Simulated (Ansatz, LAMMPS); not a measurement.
# Squeezing and shearing glassy 55SiO2-24Al2O3-11BaO-11CaO (mol %) (124 atoms), part 3 of 3

Aim: relax glassy 55SiO2-24Al2O3-11BaO-11CaO (mol %) (124 atoms), then change its volume and shape to read moduli from the stress.

Ansatz 0.2.0; Kohn-Sham DFT, PBE, PAW (set soft_2), plane waves.

The cell: 21 Si, 18 Al, 4 Ba, 4 Ca and 77 O. The quench rate of 60 K/ps far exceeds what a furnace or splat quench reaches. The starting topology of bonds comes from the classical model. The Brillouin zone is sampled at Γ only. No spin–orbit coupling is included.

So far. Step 9 (Volume -10 %): The relaxation converged after 15 steps, 5.58 eV below its start, with a largest force component of 0.026 eV/Å. Step 9 (Volume -10 %): Volume -10 %: the energy stands 3.90 eV above that of the reference, at a pressure of 7.58 GPa.

**10. Stretched by 1 % along x**

The relaxed cell is strained along x alone, which gives the stiffness along x and its coupling to y and z.

input.yaml

```yaml
crystal:
  lattice:
    - [11.85305, 0.09489, 0.05194]
    - [0.09584, 12.00808, -0.04089]
    - [0.05246, -0.04089, 11.87433]
  atoms:
    [... the 124 atom lines of step 4 ...]
kpoints:
  mp_grid: { grid: [1, 1, 1] }
hamiltonian:
  xc: pbe
scf:
  occupations: { method: gaussian, width: 0.05 }
output:
  forces: true
  eigenvalues: true
  stress: true
relax:
  f_tol: 0.05
  max_steps: 70
```

On the command line:

```sh
> ansatz run input.yaml --threads 4 --pin off --max-ram 8192MiB --backend cpu --events-out ev --progress --plain --runs-dir out
```

Numbers of over 12 decimals in the logs are rounded to 6 here.

What it wrote:

```text
[...]
Crystal: 124 atoms, lattice volume = 1689.941 Å³
Basis set: ecut = 420 eV, 32997 PW (Γ), exchange–correlation on 160×162×160 points (8 copies of the dense FFT grid, shifted against one another)
Bands: 464, of which v1, the nominal top of the filled ones, is band 340 counted from 1 (339 counted from 0)
Symmetry: 1 space group operations
[...]
k-points: 1
[...]
SCF iter   1: F=—  HF=-97945.925292 eV  |F-HF|=—  |Δ(HF+E_count)|=         —  Δρ=1.83e-3  dr2=7.44e-2  ethr=1.77e-3  ⟨swp⟩=7.0  Hψ=2381  notcnv=0  defer=105
[...]
SCF iter   6: F=-97945.941676 eV  HF=-97945.941682 eV  |F-HF|=6.64e-6  |Δ(HF+E_count)|=   1.23e-5  Δρ=3.46e-5  dr2=1.79e-5  ethr=9.19e-9  ⟨swp⟩=19.0  Hψ=2881  notcnv=0
SCF 1 converged in 6 iterations: F = -97945.941676 eV  dr2 = 1.79e-5
[...]
relax step   1: F+E_penalty+E_count = -97945.94167566 eV  Δ(F+E_penalty+E_count) = +0.000e0 eV  max|allowed force component| = 4.049e-1 eV/Å  Δτ_max = 0.0000 Å  (6 SCF iters, dr2 threshold 6.25e-5 eV, accepted)
[...]
relax step   2: F+E_penalty+E_count = -97945.97802207 eV  Δ(F+E_penalty+E_count) = -3.635e-2 eV  max|allowed force component| = 2.509e-1 eV/Å  Δτ_max = 0.0858 Å  (6 SCF iters, dr2 threshold 1.02e-5 eV, accepted)
[...]
relax step   3: F+E_penalty+E_count = -97946.01110176 eV  Δ(F+E_penalty+E_count) = -3.308e-2 eV  max|allowed force component| = 1.078e-1 eV/Å  Δτ_max = 0.0299 Å  (6 SCF iters, dr2 threshold 3.94e-6 eV, accepted)
relax step   4: F+E_penalty+E_count = -97946.01593572 eV  Δ(F+E_penalty+E_count) = -4.834e-3 eV  max|allowed force component| = 1.295e-1 eV/Å  Δτ_max = 0.0718 Å  (9 SCF iters, accepted)
relax step   5: F+E_penalty+E_count = -97946.02321619 eV  Δ(F+E_penalty+E_count) = -7.280e-3 eV  max|allowed force component| = 5.624e-2 eV/Å  Δτ_max = 0.0620 Å  (6 SCF iters, dr2 threshold 3.10e-6 eV, accepted)
relax step   6: F+E_penalty+E_count = -97946.01919969 eV  Δ(F+E_penalty+E_count) = +4.016e-3 eV  max|allowed force component| = 6.089e-2 eV/Å  Δτ_max = 0.0551 Å  (9 SCF iters, rejected (line search))
[...]
relax step   7: F+E_penalty+E_count = -97946.02535108 eV  Δ(F+E_penalty+E_count) = -2.135e-3 eV  max|allowed force component| = 3.406e-2 eV/Å  Δτ_max = 0.0124 Å  (9 SCF iters, accepted)
SCF converged after 9 iterations
Free energy (F): -97946.025351 eV
[...]
Internal energy: -97946.025351 eV  (E = F + TS)
E sigma→0 (E₀):  -97946.025351 eV
Fermi energy:    6.135036 eV
[...]
--- Forces (eV/Å), atoms counted from 1 ---
  atom   1  Si     0.00878386    -0.00176969    -0.00259706
  atom   2  Si    -0.00116264     0.00008827     0.01265921
  atom   3  Si    -0.01046139     0.00571813    -0.00230679
  atom   4  Si     0.00876541    -0.01130075     0.00174547
  atom   5  Si    -0.00485725     0.02362926     0.00062065
  atom   6  Si     0.00822834    -0.00225067    -0.02075076
  atom   7  Si     0.00139529    -0.01342628    -0.00006561
  atom   8  Si    -0.00464153     0.00785580    -0.01053706
  atom   9  Si    -0.00434289    -0.00639932    -0.01542020
  atom  10  Si    -0.01559744     0.01176789    -0.00314151
  atom  11  Si    -0.00355816    -0.00369176     0.00278097
  atom  12  Si     0.00033781    -0.01669456     0.00696013
  atom  13  Si     0.00009879     0.00156278    -0.00276096
  atom  14  Si    -0.01008823    -0.03405727    -0.00886151
[...]
atom 123  O      0.00078249    -0.00288953    -0.00236266
  atom 124  O     -0.00153323    -0.00134440    -0.00051719
  max |Σ_I F_I| component: 1.91e-4 eV/Å
--- Stress (GPa, compression-positive) ---
       -1.193783       0.054807      -0.038220
        0.054800      -0.457414       0.000085
       -0.038226       0.000086      -0.432499
  P = ⅓ Tr σ = -0.6946 GPa (-6.946 kbar)
--- Band table (eV) ---
[...]
--- Relaxed structure (7 steps of the walk, 6 accepted, 0 SCFs on fresh bases) ---
  F+E_penalty+E_count = -97946.02535108 eV   max|allowed force component| = 3.406e-2 eV/Å
  atoms:
    - { symbol: Si, position: [0.484438, 0.764406, 0.894318] }
    - { symbol: Si, position: [0.334848, 0.341283, 0.836952] }
    - { symbol: Si, position: [0.219456, 0.339172, 0.188322] }
    - { symbol: Si, position: [0.434475, 0.147977, 0.385510] }
[...]
- { symbol: O, position: [0.288379, 0.461904, 0.768918] }
```

Elapsed: 59 s, on 4 threads of AMD EPYC 9R45, shared host; peak memory 2.5 GiB; 3.7 min of CPU time.

The relaxation converged after 7 steps, 0.0837 eV below its start, with a largest force component of 0.034 eV/Å.

Stretched by 1 % along x: the energy stands 0.0626 eV above that of the reference, at a pressure of -0.695 GPa.

**11. Compressed by 1 % along x**

The relaxed cell is strained along x alone, which gives the stiffness along x and its coupling to y and z.

input.yaml, the sections that differ from step 10:

```yaml
crystal:
  lattice:
    - [11.61833, 0.09489, 0.05194]
    - [0.09394, 12.00808, -0.04089]
    - [0.05142, -0.04089, 11.87433]
  atoms:
    [... the 124 atom lines of step 4 ...]
# kpoints, hamiltonian, scf, output, relax: as in step 10
```

What it wrote:

```text
[...]
Crystal: 124 atoms, lattice volume = 1656.476 Å³
Basis set: ecut = 420 eV, 32361 PW (Γ), exchange–correlation on 160×162×160 points (8 copies of the dense FFT grid, shifted against one another)
Bands: 464, of which v1, the nominal top of the filled ones, is band 340 counted from 1 (339 counted from 0)
Symmetry: 1 space group operations
[...]
k-points: 1
[...]
SCF iter   1: F=—  HF=-97945.927492 eV  |F-HF|=—  |Δ(HF+E_count)|=         —  Δρ=1.86e-3  dr2=7.45e-2  ethr=1.77e-3  ⟨swp⟩=7.0  Hψ=2371  notcnv=0  defer=103
[...]
SCF iter   6: F=-97945.943331 eV  HF=-97945.943338 eV  |F-HF|=6.67e-6  |Δ(HF+E_count)|=   1.03e-5  Δρ=3.45e-5  dr2=1.74e-5  ethr=9.19e-9  ⟨swp⟩=19.0  Hψ=3006  notcnv=0
SCF 1 converged in 6 iterations: F = -97945.943331 eV  dr2 = 1.74e-5
[...]
relax step   1: F+E_penalty+E_count = -97945.94333084 eV  Δ(F+E_penalty+E_count) = +0.000e0 eV  max|allowed force component| = 4.440e-1 eV/Å  Δτ_max = 0.0000 Å  (6 SCF iters, dr2 threshold 6.25e-5 eV, accepted)
[...]
relax step   2: F+E_penalty+E_count = -97945.98078453 eV  Δ(F+E_penalty+E_count) = -3.745e-2 eV  max|allowed force component| = 2.765e-1 eV/Å  Δτ_max = 0.0710 Å  (6 SCF iters, dr2 threshold 1.23e-5 eV, accepted)
[...]
relax step   3: F+E_penalty+E_count = -97946.01392553 eV  Δ(F+E_penalty+E_count) = -3.314e-2 eV  max|allowed force component| = 1.249e-1 eV/Å  Δτ_max = 0.0583 Å  (6 SCF iters, dr2 threshold 4.78e-6 eV, accepted)
relax step   4: F+E_penalty+E_count = -97945.94202103 eV  Δ(F+E_penalty+E_count) = +7.190e-2 eV  max|allowed force component| = 4.887e-1 eV/Å  Δτ_max = 0.0859 Å  (7 SCF iters, dr2 threshold 3.18e-6 eV, rejected (line search))
[...]
relax step   5: F+E_penalty+E_count = -97946.02788072 eV  Δ(F+E_penalty+E_count) = -1.396e-2 eV  max|allowed force component| = 4.928e-2 eV/Å  Δτ_max = 0.0278 Å  (9 SCF iters, accepted)
SCF converged after 9 iterations
Free energy (F): -97946.027881 eV
[...]
Internal energy: -97946.027881 eV  (E = F + TS)
E sigma→0 (E₀):  -97946.027881 eV
Fermi energy:    6.364954 eV
[...]
--- Forces (eV/Å), atoms counted from 1 ---
  atom   1  Si     0.01016510     0.03150814    -0.02739141
  atom   2  Si     0.00487381     0.00977824     0.00689788
  atom   3  Si     0.02838356     0.00087346    -0.01991293
  atom   4  Si     0.01408649     0.00616192    -0.01096202
  atom   5  Si     0.00182591     0.00656435     0.00888201
  atom   6  Si    -0.00971250     0.00446187     0.01221006
  atom   7  Si    -0.02068556     0.00712678     0.02266402
  atom   8  Si     0.01030560     0.00653980    -0.00970434
  atom   9  Si     0.00839052     0.00360688     0.03275698
  atom  10  Si     0.03730004    -0.01227911    -0.00038143
  atom  11  Si     0.00101359    -0.01382668    -0.01772086
  atom  12  Si     0.01386101     0.01978800    -0.02280069
  atom  13  Si     0.01559785     0.00682596     0.00469905
  atom  14  Si     0.02092374     0.03260454     0.01834481
[...]
atom 123  O      0.00925121    -0.00974383    -0.00297842
  atom 124  O      0.00286076    -0.00115478    -0.00170901
  max |Σ_I F_I| component: 1.34e-4 eV/Å
--- Stress (GPa, compression-positive) ---
        1.212766       0.025504       0.038065
        0.025496       0.609743       0.009629
        0.038059       0.009631       0.494965
  P = ⅓ Tr σ = 0.7725 GPa (7.725 kbar)
--- Band table (eV) ---
[...]
--- Relaxed structure (5 steps of the walk, 4 accepted, 0 SCFs on fresh bases) ---
  F+E_penalty+E_count = -97946.02788072 eV   max|allowed force component| = 4.928e-2 eV/Å
  atoms:
    - { symbol: Si, position: [0.484582, 0.765376, 0.895411] }
    - { symbol: Si, position: [0.333824, 0.341273, 0.838467] }
    - { symbol: Si, position: [0.219096, 0.340535, 0.187808] }
    - { symbol: Si, position: [0.434789, 0.148137, 0.385139] }
[...]
- { symbol: O, position: [0.287285, 0.463376, 0.772206] }
```

It took 43 s on 4 threads; peak memory 2.5 GiB; 2.7 min of CPU time.

The relaxation converged after 5 steps, 0.0845 eV below its start, with a largest force component of 0.049 eV/Å.

Compressed by 1 % along x: the energy stands 0.0601 eV above that of the reference, at a pressure of 0.772 GPa.

**12. Sheared by 2 % in xy**

A shear of the relaxed cell gives the modulus that volume changes can't reach.

input.yaml, the sections that differ from step 11:

```yaml
crystal:
  lattice:
    - [11.73664, 0.21225, 0.05194]
    - [0.21497, 12.00903, -0.04089]
    - [0.05153, -0.04037, 11.87433]
  atoms:
    [... the 124 atom lines of step 4 ...]
# kpoints, hamiltonian, scf, output, relax: as in step 11
```

What it wrote:

```text
[...]
Crystal: 124 atoms, lattice volume = 1673.041 Å³
Basis set: ecut = 420 eV, 32687 PW (Γ), exchange–correlation on 160×162×160 points (8 copies of the dense FFT grid, shifted against one another)
Bands: 464, of which v1, the nominal top of the filled ones, is band 340 counted from 1 (339 counted from 0)
Symmetry: 1 space group operations
[...]
k-points: 1
[...]
SCF iter   1: F=—  HF=-97945.844231 eV  |F-HF|=—  |Δ(HF+E_count)|=         —  Δρ=1.84e-3  dr2=7.49e-2  ethr=1.77e-3  ⟨swp⟩=7.0  Hψ=2387  notcnv=0  defer=100
[...]
SCF iter   5: F=—  HF=-97945.860558 eV  |F-HF|=—  |Δ(HF+E_count)|=   5.85e-5  Δρ=7.70e-5  dr2=8.98e-5  ethr=5.37e-8  ⟨swp⟩=2.0  Hψ=598  notcnv=0  defer=101
SCF iter   6: F=-97945.860562 eV  HF=-97945.860569 eV  |F-HF|=6.40e-6  |Δ(HF+E_count)|=   1.06e-5  Δρ=3.50e-5  dr2=1.84e-5  ethr=9.19e-9  ⟨swp⟩=19.0  Hψ=2974  notcnv=0
SCF 1 converged in 6 iterations: F = -97945.860562 eV  dr2 = 1.84e-5
[...]
relax step   1: F+E_penalty+E_count = -97945.86056218 eV  Δ(F+E_penalty+E_count) = +0.000e0 eV  max|allowed force component| = 6.318e-1 eV/Å  Δτ_max = 0.0000 Å  (6 SCF iters, dr2 threshold 6.25e-5 eV, accepted)
[...]
relax step   2: F+E_penalty+E_count = -97945.91302459 eV  Δ(F+E_penalty+E_count) = -5.246e-2 eV  max|allowed force component| = 4.326e-1 eV/Å  Δτ_max = 0.1140 Å  (6 SCF iters, dr2 threshold 2.50e-5 eV, accepted)
[...]
relax step   3: F+E_penalty+E_count = -97945.98875219 eV  Δ(F+E_penalty+E_count) = -7.573e-2 eV  max|allowed force component| = 1.436e-1 eV/Å  Δτ_max = 0.0839 Å  (6 SCF iters, dr2 threshold 1.17e-5 eV, accepted)
relax step   4: F+E_penalty+E_count = -97946.00767112 eV  Δ(F+E_penalty+E_count) = -1.892e-2 eV  max|allowed force component| = 7.996e-2 eV/Å  Δτ_max = 0.0316 Å  (8 SCF iters, accepted)
relax step   5: F+E_penalty+E_count = -97946.01441917 eV  Δ(F+E_penalty+E_count) = -6.748e-3 eV  max|allowed force component| = 6.468e-2 eV/Å  Δτ_max = 0.0127 Å  (7 SCF iters, accepted)
relax step   6: F+E_penalty+E_count = -97945.97176691 eV  Δ(F+E_penalty+E_count) = +4.265e-2 eV  max|allowed force component| = 3.920e-1 eV/Å  Δτ_max = 0.1928 Å  (10 SCF iters, rejected (line search))
[...]
relax step   7: F+E_penalty+E_count = -97946.02371909 eV  Δ(F+E_penalty+E_count) = -9.300e-3 eV  max|allowed force component| = 3.948e-2 eV/Å  Δτ_max = 0.0541 Å  (9 SCF iters, accepted)
SCF converged after 9 iterations
Free energy (F): -97946.023719 eV
[...]
Internal energy: -97946.023719 eV  (E = F + TS)
E sigma→0 (E₀):  -97946.023719 eV
Fermi energy:    6.248823 eV
[...]
Σ components = -97946.023719   (vs F -97946.023719, Δ=0.00e0)
--- Forces (eV/Å), atoms counted from 1 ---
  atom   1  Si    -0.00187815    -0.01633861    -0.00154101
  atom   2  Si     0.00635933     0.00116887     0.00184297
  atom   3  Si     0.00307747    -0.00383631     0.00819088
  atom   4  Si     0.01016828    -0.00861982     0.01356215
[...]
atom 124  O     -0.00955144    -0.00547698     0.00344184
  max |Σ_I F_I| component: 1.89e-4 eV/Å
--- Stress (GPa, compression-positive) ---
        0.039425      -0.676589       0.059159
       -0.676596       0.124695      -0.028907
        0.059154      -0.028905       0.051700
  P = ⅓ Tr σ = 0.0719 GPa (0.719 kbar)
--- Band table (eV) ---
[...]
--- Relaxed structure (7 steps of the walk, 6 accepted, 0 SCFs on fresh bases) ---
  F+E_penalty+E_count = -97946.02371909 eV   max|allowed force component| = 3.948e-2 eV/Å
  atoms:
    - { symbol: Si, position: [0.486741, 0.764425, 0.895012] }
    - { symbol: Si, position: [0.333388, 0.342252, 0.839105] }
    - { symbol: Si, position: [0.217908, 0.339329, 0.188648] }
    - { symbol: Si, position: [0.432925, 0.146396, 0.384675] }
[...]
- { symbol: O, position: [0.285648, 0.464191, 0.771764] }
```

Run time: 62 s. Hardware: 4 threads; peak memory 2.5 GiB.

The relaxation converged after 7 steps, 0.163 eV below its start, with a largest force component of 0.039 eV/Å.

Sheared by 2 % in xy: the energy stands 0.0642 eV above that of the reference, at a pressure of 0.0719 GPa.

**13. Pressure against volume**

Atoms are relaxed at each volume, in the scaled cell.

| volume change (%) | volume (Å³/atom) | energy change (meV/atom) | pressure (GPa) | largest move on relaxing (Å) | bonds | gap (eV) |
| --- | --- | --- | --- | --- | --- | --- |
| -10 | 12.144 | 31.42 | 7.58 | 1.02 | 223 | 4.20 |
| -6 | 12.684 | 10.93 | 4.58 | 0.43 | 216 | 4.12 |
| -3 | 13.089 | 2.53 | 2.15 | 0.32 | 215 | 4.01 |
| +0 | 13.494 | 0.00 | -0.02 | - | 211 | 3.89 |
| +3 | 13.898 | 2.56 | -2.00 | 0.12 | 211 | 3.76 |
| +6 | 14.303 | 9.81 | -3.66 | 0.32 | 206 | 3.62 |

**14. Uniaxial strain and shear**

Stress (GPa, compression positive) less that of the relaxed cell, atoms relaxed:

| strain | xx | yy | zz | xy | energy change (meV/atom) |
| --- | --- | --- | --- | --- | --- |
| stretched by 1 % along x | -1.171 | -0.444 | -0.412 | 0.045 | 0.50 |
| compressed by 1 % along x | 1.236 | 0.623 | 0.516 | 0.016 | 0.48 |
| sheared by 2 % in xy | 0.063 | 0.138 | 0.072 | -0.686 | 0.52 |

**15. What came out**

The bulk modulus, from the slope of pressure against ln V over the three points nearest the relaxed volume, is 69.2 GPa; between neighbouring points the slope runs 69, 77, 71, 67 and 58 GPa from the smallest volume up, without a steady fall, so no pressure derivative is given. The count of bonds runs from 206 to 223 over the series, so at some points contacts cross the cutoffs. At -10 % some atom moved by over 0.5 Å on relaxing, so that point may sit in another local minimum. The gap goes from 4.20 eV at the smallest volume to 3.62 eV at the largest, -3.6 eV per unit of ln V by a straight line, on the run's k-points. In the Cartesian axes of the cell, finite differences give C11 = 120, C12 = 53.4, C13 = 46.4 and C66 = 34.3 GPa (the shear of 2 % is the engineering strain, εxy = 0.01). The mean of C11, C12 and C13, which equals the bulk modulus in a cubic or isotropic solid, is 73.4 GPa: it agrees with the bulk modulus within 10 %. For an isotropic solid C66 would equal (C11 − C12)/2 = 33.5 GPa; so small a sample needn't be isotropic, and C66 rests on one shear. With the bulk modulus and C66 as K and G, Young's modulus would be about 88 GPa and Poisson's ratio 0.29.

Caveats: Strains are finite and relaxations stop at the force tolerance of the input, which can leave moduli too stiff; they are those of a static cell at zero temperature. Volumes are changed with the cell's shape held, so in an anisotropic solid the modulus lies over the one under free hydrostatic load. The program notes that the SCF threshold of the relaxations is loose for the stress.

The DFT runs together took 14 min of wall time.

[Logs are printed without paths, hosts, clocks, repeated set-up lines and the standing remarks that a program may print on its own settings, such as how far it seeks lower states.]

[Hosts, paths, dates, database ids (printed as entryN), source tags and the programs' standing remarks are cut or masked in the printed files.]
